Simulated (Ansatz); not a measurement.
# Relaxing twisted 1T-PtSe2 bilayer, 87.80° (78 atoms)

Aim: bring twisted 1T-PtSe2 bilayer, 87.80° (78 atoms) to a nearby minimum of the energy and see what moves.

Method: Kohn-Sham DFT, PBE+D4, PAW (set soft_2, large core), plane waves, in Ansatz 0.2.0.

## Step 1: The structure

The cell holds 78 atoms: 26 Pt and 52 Se. Cell: a = 13.449 Å, b = 13.449 Å, c = 22.440 Å, α = 90.0°, β = 90.0°, γ = 120.0°. It derives from PtSe2 (1T-PtSe2). 1T-PtSe2 (a = 3.73 Å) under 1T-PtSe2 (a = 3.73 Å), bilayer, commensurate cell of 13 unit cells a layer, twist 87.80 deg; facing planes 3.24 Å apart; 14 Å of vacuum; layers as built, displaced by a Gaussian of 0.01 Å. Regions: layer 1, 39 atoms (13 Pt and 26 Se); layer 2, 39 atoms (13 Pt and 26 Se). Vacuum lies along c.

Before any run, some limits are plain. Sampling is at Γ alone, for a cell whose shortest periodic width is 12 Å. Spin–orbit coupling is left out, which matters for the levels of the heavy elements.

## Step 2: Relaxation

The atoms are relaxed in the fixed cell, aiming at the force tolerance of the input.

The input, input.yaml:

```yaml
crystal:
  lattice:
    - [13.4487, 0.0, 0.0]
    - [-6.72435, 11.64692, 0.0]
    - [0.0, 0.0, 22.44]
  atoms:
    - { symbol: Pt, position: [0.9997, 0.0014, 0.3697] }
    - { symbol: Se, position: [0.12711, 0.17868, 0.42821] }
    - { symbol: Se, position: [0.18034, 0.05216, 0.3127] }
    - { symbol: Pt, position: [0.07639, 0.30781, 0.36946] }
    - { symbol: Se, position: [0.20432, 0.48675, 0.42748] }
    - { symbol: Se, position: [0.25617, 0.35991, 0.31271] }
    - { symbol: Pt, position: [0.15277, 0.61397, 0.36911] }
    - { symbol: Se, position: [0.28185, 0.79495, 0.42747] }
    - { symbol: Se, position: [0.33342, 0.66579, 0.31171] }
    - { symbol: Pt, position: [0.23048, 0.92396, 0.36913] }
    - { symbol: Se, position: [0.35957, 0.10398, 0.4274] }
    - { symbol: Se, position: [0.40903, 0.97454, 0.31158] }
    - { symbol: Pt, position: [0.30679, 0.2305, 0.36952] }
    - { symbol: Se, position: [0.43723, 0.40965, 0.42809] }
    - { symbol: Se, position: [0.48729, 0.28221, 0.31282] }
    - { symbol: Pt, position: [0.3862, 0.53953, 0.37045] }
    - { symbol: Se, position: [0.51311, 0.71804, 0.42758] }
    - { symbol: Se, position: [0.56556, 0.59142, 0.31128] }
    - { symbol: Pt, position: [0.46107, 0.84593, 0.36987] }
    - { symbol: Se, position: [0.58929, 0.02539, 0.42791] }
    - { symbol: Se, position: [0.64102, 0.89844, 0.31232] }
    - { symbol: Pt, position: [0.53841, 0.15474, 0.37012] }
    - { symbol: Se, position: [0.66698, 0.33314, 0.42751] }
    - { symbol: Se, position: [0.71727, 0.20525, 0.31164] }
    - { symbol: Pt, position: [0.61528, 0.46135, 0.36985] }
    - { symbol: Se, position: [0.7443, 0.64143, 0.4284] }
    - { symbol: Se, position: [0.79435, 0.5111, 0.31235] }
    - { symbol: Pt, position: [0.69205, 0.77006, 0.37081] }
    - { symbol: Se, position: [0.82144, 0.94886, 0.42793] }
    - { symbol: Se, position: [0.87371, 0.82145, 0.31215] }
    - { symbol: Pt, position: [0.7692, 0.07657, 0.36941] }
    - { symbol: Se, position: [0.89785, 0.25647, 0.42852] }
    - { symbol: Se, position: [0.94923, 0.12808, 0.31137] }
    - { symbol: Pt, position: [0.84693, 0.38358, 0.36987] }
    - { symbol: Se, position: [0.97449, 0.56317, 0.4275] }
    - { symbol: Se, position: [0.02729, 0.43684, 0.31158] }
    - { symbol: Pt, position: [0.92224, 0.69141, 0.36941] }
    - { symbol: Se, position: [0.0508, 0.87181, 0.42786] }
    - { symbol: Se, position: [0.10249, 0.74272, 0.31186] }
    - { symbol: Pt, position: [0.07732, 0.76935, 0.6308] }
    - { symbol: Se, position: [0.25763, 0.89822, 0.68821] }
    - { symbol: Se, position: [0.20491, 0.71883, 0.57243] }
    - { symbol: Pt, position: [0.15267, 0.53729, 0.62987] }
    - { symbol: Se, position: [0.33407, 0.6674, 0.68814] }
    - { symbol: Se, position: [0.28169, 0.48667, 0.57177] }
    - { symbol: Pt, position: [0.38422, 0.84501, 0.63] }
    - { symbol: Se, position: [0.56596, 0.97502, 0.68872] }
    - { symbol: Se, position: [0.51242, 0.79479, 0.57244] }
    - { symbol: Pt, position: [0.99929, 0.9993, 0.63136] }
    - { symbol: Se, position: [0.17874, 0.12726, 0.68763] }
    - { symbol: Se, position: [0.12741, 0.94891, 0.5726] }
    - { symbol: Pt, position: [0.22982, 0.30606, 0.62986] }
    - { symbol: Se, position: [0.41044, 0.43631, 0.6877] }
    - { symbol: Se, position: [0.35957, 0.2576, 0.57205] }
    - { symbol: Pt, position: [0.46268, 0.6157, 0.63022] }
    - { symbol: Se, position: [0.64177, 0.74445, 0.68756] }
    - { symbol: Se, position: [0.5906, 0.56448, 0.57189] }
    - { symbol: Pt, position: [0.69264, 0.9246, 0.6307] }
    - { symbol: Se, position: [0.87277, 0.05233, 0.6883] }
    - { symbol: Se, position: [0.82135, 0.87299, 0.57186] }
    - { symbol: Pt, position: [0.3071, 0.07722, 0.63037] }
    - { symbol: Se, position: [0.48506, 0.20417, 0.68842] }
    - { symbol: Se, position: [0.43572, 0.02589, 0.57251] }
    - { symbol: Pt, position: [0.53756, 0.38465, 0.63032] }
    - { symbol: Se, position: [0.71731, 0.51193, 0.68772] }
    - { symbol: Se, position: [0.66702, 0.33271, 0.57182] }
    - { symbol: Pt, position: [0.77016, 0.69281, 0.63029] }
    - { symbol: Se, position: [0.94946, 0.82154, 0.68781] }
    - { symbol: Se, position: [0.89668, 0.64002, 0.57303] }
    - { symbol: Pt, position: [0.61634, 0.15531, 0.62972] }
    - { symbol: Se, position: [0.79379, 0.28148, 0.6886] }
    - { symbol: Se, position: [0.7434, 0.10328, 0.57161] }
    - { symbol: Pt, position: [0.84516, 0.46202, 0.629] }
    - { symbol: Se, position: [0.0259, 0.58938, 0.6876] }
    - { symbol: Se, position: [0.97648, 0.41106, 0.57236] }
    - { symbol: Pt, position: [0.92417, 0.23167, 0.63001] }
    - { symbol: Se, position: [0.10272, 0.35826, 0.68889] }
    - { symbol: Se, position: [0.05165, 0.17936, 0.57226] }
kpoints:
  mp_grid: { grid: [1, 1, 1] }
hamiltonian:
  xc: pbe
  dispersion: d4
  pseudopotentials: { kind: paw, core: large }
scf:
  occupations: { method: gaussian, width: 0.025 }
output:
  forces: true
relax:
  f_tol: 0.05
  max_steps: 40
```

On the command line:

```bash
$ ansatz run input.yaml --threads 4 --pin off --max-ram 8192MiB --backend cpu --events-out ev --progress --plain --runs-dir out
```

Numbers of over 12 decimals in the logs are rounded to 6 here.

What it wrote:

```text
Engine: ansatz 0.2.0, aarch64-unknown-linux-gnu
Pseudopotentials: kind: paw
Pseudopotential: Pt, paw, valence charge 18, recommended cutoff 420 eV (normal), Pt.paw.azcp
Pseudopotential: Se, paw, valence charge 6, recommended cutoff 420 eV (normal), Se.paw.azcp#standard-large-core
[... 5 lines on functional and potentials left out ...]
Crystal: 78 atoms, lattice volume = 3514.910 Å³
Basis set: ecut = 420 eV, 68787 PW (Γ), exchange–correlation on 180×180×300 points (8 copies of the dense FFT grid, shifted against one another)
Bands: 468, of which v1, the nominal top of the filled ones, is band 390 counted from 1 (389 counted from 0)
Symmetry: 1 space group operations
Space group: P1 (ITA 1), of the structure as read, at distance tolerance 1.5e-4 Å
k-points: 1
[... 5 lines on functional and potentials left out ...]
Initial density: superposition of atomic densities (neutral atoms: chi_scale 0, normalization atom)
Initial wavefunctions: pseudopotential atomic-orbital guess
Functional: x = pbe(κ = 0.804, μ = 0.219515), c = pbe(β = 0.066725)
SCF iter   1: F=—  HF=-459746.451404 eV  |F-HF|=—  |Δ(HF+E_count)|=         —  Δρ=5.73e-2  dr2=1.20e2  ethr=3.10e-3  ⟨swp⟩=9.0  Hψ=2477  notcnv=0  defer=12
preconditioner: auto → Resta (q_TF=auto, 2.123 Å⁻¹)  ε∞=4.5  [insulator: Δε(μ)=1.427 eV  Ē_g=7.996 eV  σ=0.025 eV  W_gap=1.00  n_scr=572 (ndim 8)  ℏωp=15.0 eV  f_vac=0.474  D(μ)=0.00/eV (n_scr^D=0)  ε∞_Penn≈4.5  vacuum switching on, ρ_ref=4.6e-3 e/Å³]
SCF iter   2: F=—  HF=-459730.564560 eV  |F-HF|=—  |Δ(HF+E_count)|=    1.59e1  Δρ=2.29e-2  dr2=2.99e1  ethr=3.10e-3  ⟨swp⟩=5.0  Hψ=1311  notcnv=0  defer=72
SCF iter   3: F=—  HF=-459725.639087 eV  |F-HF|=—  |Δ(HF+E_count)|=    4.93e0  Δρ=1.20e-2  dr2=2.34e0  ethr=3.10e-3  ⟨swp⟩=2.0  Hψ=653  notcnv=0  defer=72
SCF iter   4: F=—  HF=-459725.565038 eV  |F-HF|=—  |Δ(HF+E_count)|=   7.40e-2  Δρ=3.12e-3  dr2=5.44e-1  ethr=3.00e-4  ⟨swp⟩=4.0  Hψ=1006  notcnv=0  defer=72
SCF iter   5: F=—  HF=-459725.495602 eV  |F-HF|=—  |Δ(HF+E_count)|=   6.94e-2  Δρ=8.26e-4  dr2=1.23e-1  ethr=6.97e-5  ⟨swp⟩=3.0  Hψ=642  notcnv=0  defer=72
SCF iter   6: F=—  HF=-459725.492294 eV  |F-HF|=—  |Δ(HF+E_count)|=   3.31e-3  Δρ=7.72e-4  dr2=4.13e-2  ethr=1.57e-5  ⟨swp⟩=3.0  Hψ=759  notcnv=0  defer=72
SCF iter   7: F=—  HF=-459725.488400 eV  |F-HF|=—  |Δ(HF+E_count)|=   3.89e-3  Δρ=4.10e-4  dr2=1.03e-2  ethr=5.30e-6  ⟨swp⟩=1.0  Hψ=468  notcnv=0  defer=72
SCF iter   8: F=—  HF=-459725.487822 eV  |F-HF|=—  |Δ(HF+E_count)|=   5.79e-4  Δρ=6.20e-5  dr2=2.66e-4  ethr=1.33e-6  ⟨swp⟩=2.0  Hψ=754  notcnv=0  defer=72
SCF iter   9: F=—  HF=-459725.487973 eV  |F-HF|=—  |Δ(HF+E_count)|=   1.51e-4  Δρ=4.48e-5  dr2=2.05e-4  ethr=3.41e-8  ⟨swp⟩=3.0  Hψ=834  notcnv=0  defer=72
SCF iter  10: F=-459725.487968 eV  HF=-459725.487975 eV  |F-HF|=7.50e-6  |Δ(HF+E_count)|=   2.08e-6  Δρ=1.82e-5  dr2=2.43e-5  ethr=8.01e-9  ⟨swp⟩=3.0  Hψ=1539  notcnv=0
SCF 1 converged in 10 iterations: F = -459725.487968 eV  dr2 = 2.43e-5
  greatest PAW one-centre occupation: 1.000 electrons in one spin orbital (limit 2), on the Pt atom at site 48 (counted from 0), in its partial waves of l = 0
relax step   1: F+E_penalty+E_count = -459725.48796787 eV  Δ(F+E_penalty+E_count) = +0.000e0 eV  max|allowed force component| = 5.495e-1 eV/Å  Δτ_max = 0.0000 Å  (10 SCF iters, dr2 threshold 6.25e-5 eV, accepted)
[...]
relax step   2: F+E_penalty+E_count = -459725.67745998 eV  Δ(F+E_penalty+E_count) = -1.895e-1 eV  max|allowed force component| = 4.463e-1 eV/Å  Δτ_max = 0.1937 Å  (9 SCF iters, dr2 threshold 1.89e-5 eV, accepted)
[...]
relax step   3: F+E_penalty+E_count = -459725.92447278 eV  Δ(F+E_penalty+E_count) = -2.470e-1 eV  max|allowed force component| = 2.605e-2 eV/Å  Δτ_max = 0.0707 Å  (8 SCF iters, dr2 threshold 1.24e-5 eV, accepted)
[...]
relax step   4: F+E_penalty+E_count = -459725.92447390 eV  Δ(F+E_penalty+E_count) = -1.121e-6 eV  max|allowed force component| = 2.602e-2 eV/Å  Δτ_max = 0.0000 Å  (5 SCF iters, accepted)
SCF converged after 5 iterations
Free energy (F): -459725.924474 eV
Harris-Foulkes:  -459725.924474 eV  (|F-HF|=1.77e-8)
Internal energy: -459725.924474 eV  (E = F + TS)
E sigma→0 (E₀):  -459725.924474 eV
Fermi energy:    2.320186 eV
--- Per-component energies (eV) ---
  E_band       = -14825.668216
  E_kinetic    = 21776.998916
  E_local      = -475309.618775  (includes V_loc(G=0)·N_el)
  E_nonlocal   = 7957.427656
  E_hartree    = 225404.079522
  E_xc         = -16683.157262
  E_vxc        = -12091.756771  (∫ρ·V_xc dr)
  E_paw        = -360452.702515  (= ΣΔE_a)
  E_vpaw       = -7966.972367  (= ΣTr[D̂ρ^β])
  E_aug_tail   = 0.005474  (compensation charges beyond the density's cutoff)
  E_ewald      = 137611.639404
  E_disp       = -30.596895  (pairwise vdW)
  E_smearing   = -0.000000  (= −TS)
  E_closure    = -0.000000  (closes the sum)
  Σ components = -459725.924474   (vs F -459725.924474, Δ=0.00e0)
--- Forces (eV/Å), atoms counted from 1 ---
  atom   1  Pt     0.00530741     0.00043853     0.01055604
  atom   2  Se     0.01438658     0.00541328    -0.00280708
  atom   3  Se     0.00091245     0.00172845    -0.00365416
  atom   4  Pt    -0.00407890     0.00015107     0.00426481
  atom   5  Se    -0.00588384    -0.00166217    -0.01350595
  atom   6  Se     0.00669546    -0.00711199    -0.00023434
  atom   7  Pt     0.00125047    -0.00496324     0.00292855
  atom   8  Se     0.01025213     0.00750266    -0.00378769
  atom   9  Se    -0.00030087     0.00211464     0.00126295
  atom  10  Pt     0.00651164     0.00717590     0.00134649
  atom  11  Se    -0.00042096     0.00558364    -0.00678750
  atom  12  Se    -0.00490952     0.00101126    -0.00580751
  atom  13  Pt    -0.01666360    -0.01150083     0.00265989
  atom  14  Se    -0.00515371     0.00364370    -0.00218590
[...]
atom  77  Se     0.00380005     0.00035931    -0.00191974
  atom  78  Se    -0.02602156    -0.00300013    -0.00185355
  max |Σ_I F_I| component: 2.39e-5 eV/Å
--- Relaxed structure (4 steps of the walk, 4 accepted, 0 SCFs on fresh bases) ---
  F+E_penalty+E_count = -459725.92447390 eV   max|allowed force component| = 2.602e-2 eV/Å
  atoms:
    - { symbol: Pt, position: [1.000041, 0.000127401, 0.376287] }
    - { symbol: Se, position: [0.131049, 0.179840, 0.433926] }
    - { symbol: Se, position: [0.179210, 0.051237, 0.317405] }
    - { symbol: Pt, position: [0.076767, 0.307359, 0.376370] }
[...]
- { symbol: Se, position: [0.048967, 0.179841, 0.566106] }
```

Run time: 2.6 min. Hardware: 4 threads of Arm Neoverse V2, shared host; peak memory 4.3 GiB.

The program notes that potentials were chosen by core size.

Relaxation path:

```
step  energy less that of the first step (eV)  largest force component (eV/Å)
   1                                   0.0000                          0.5495
   2                                  -0.1895                          0.4463
   3                                  -0.4365                          0.0261
   4                                  -0.4365                          0.0260
```

The atoms that moved most (Å):

```
atom      dx      dy      dz  length
Se69  -0.006   0.015  -0.173   0.174
Pt49   0.006   0.009  -0.171   0.172
Se11  -0.006  -0.007   0.165   0.165
Pt10   0.004  -0.007   0.162   0.162
Pt58   0.013  -0.015  -0.158   0.159
Se63   0.003  -0.008  -0.158   0.158
Se35  -0.005   0.018   0.157   0.158
Pt40  -0.008   0.003  -0.158   0.158
```

The relaxation changed the energy by -5.60 meV/atom, and atoms moved by 0.13 Å r.m.s., 0.17 Å at most.

## Step 3: Distances and neighbours after relaxation

Normalised to the volume that the atoms fill. g(r), total and by pair (bins of 0.1 Å):

```
r (Å)  total  Se-Se  Se-Pt  Pt-Pt
 2.45   0.00   0.00   0.00   0.00
 2.55  10.30   0.00  23.10   0.00
 2.65   0.00   0.00   0.00   0.00
 2.75   0.00   0.00   0.00   0.00
 2.85   0.00   0.00   0.00   0.00
 2.95   0.00   0.00   0.00   0.00
 3.05   0.04   0.10   0.00   0.00
 3.15   0.25   0.56   0.00   0.00
 3.25   0.00   0.00   0.00   0.00
 3.35   1.32   2.98   0.00   0.00
 3.45   1.72   3.86   0.00   0.00
 3.55   0.20   0.44   0.00   0.00
 3.65   0.28   0.63   0.00   0.00
 3.75   6.79   9.97   0.00  21.20
 3.85   0.00   0.00   0.00   0.00
 3.95   0.11   0.24   0.00   0.00
 4.05   0.21   0.47   0.00   0.00
 4.15   0.00   0.00   0.00   0.00
 4.25   0.14   0.31   0.00   0.00
 4.35   0.13   0.00   0.30   0.00
 4.45   1.53   0.00   3.44   0.00
 4.55   2.07   0.00   4.65   0.00
 4.65   0.12   0.26   0.00   0.00
 4.75   0.33   0.50   0.25   0.00
 4.85   0.21   0.00   0.48   0.00
 4.95   0.10   0.00   0.23   0.00
 5.05   1.39   2.90   0.22   0.00
 5.15   0.10   0.21   0.00   0.00
 5.25   0.09   0.00   0.21   0.00
 5.35   0.26   0.00   0.59   0.00
 5.45   0.26   0.39   0.19   0.00
 5.55   0.11   0.18   0.03   0.12
 5.65   0.38   0.36   0.33   0.70
 5.75   0.23   0.17   0.34   0.00
 5.85   4.05   0.33   8.62   0.66
 5.95   0.42   0.32   0.48   0.64
 6.05   0.25   0.31   0.26   0.00
 6.15   0.30   0.60   0.05   0.10
 6.25   1.69   3.53   0.00   1.07
 6.35   0.47   0.49   0.42   0.56
 6.45   2.81   4.29   0.27   7.03
 6.55   0.02   0.04   0.00   0.00
 6.65   0.34   0.26   0.25   1.02
 6.75   0.17   0.00   0.25   0.50
```

Bonds by pair of elements; cutoffs follow the first minimum of g(r), held within bounds set by covalent radii, and pairs that aren't listed don't count as bonded:

```
pair A-B  cutoff (Å)  bonds  mean length (Å)  spread (Å)  shortest (Å)  B about A  A about B
   Se-Pt        2.93    156             2.52       0.007          2.50          3          6
```

How many atoms have how many bonded neighbours:

```
element  mean   3   6
     Pt     6   0  26
     Se     3  52   0
```

Bond angles (no mean is given where the spread exceeds 20°):

```
   angle  count  mean (°)  spread (°)
Se-Pt-Se    390         -           -
Pt-Se-Pt    156      95.4         0.5
```

First main peaks of g(r), for some of the pairs, lie near 2.52 Å (Se-Pt) and 3.73 Å (Pt-Pt). With the cutoffs above, all Pt atoms have 6 and all Se atoms have 3 bonded neighbours.

[end of part 1 of 2]

[Logs are printed without paths, hosts, clocks, repeated set-up lines and the standing remarks that a program may print on its own settings, such as how far it seeks lower states.]

[Hosts, paths, dates, database ids (printed as entryN), source tags and the programs' standing remarks are cut or masked in the printed files.]
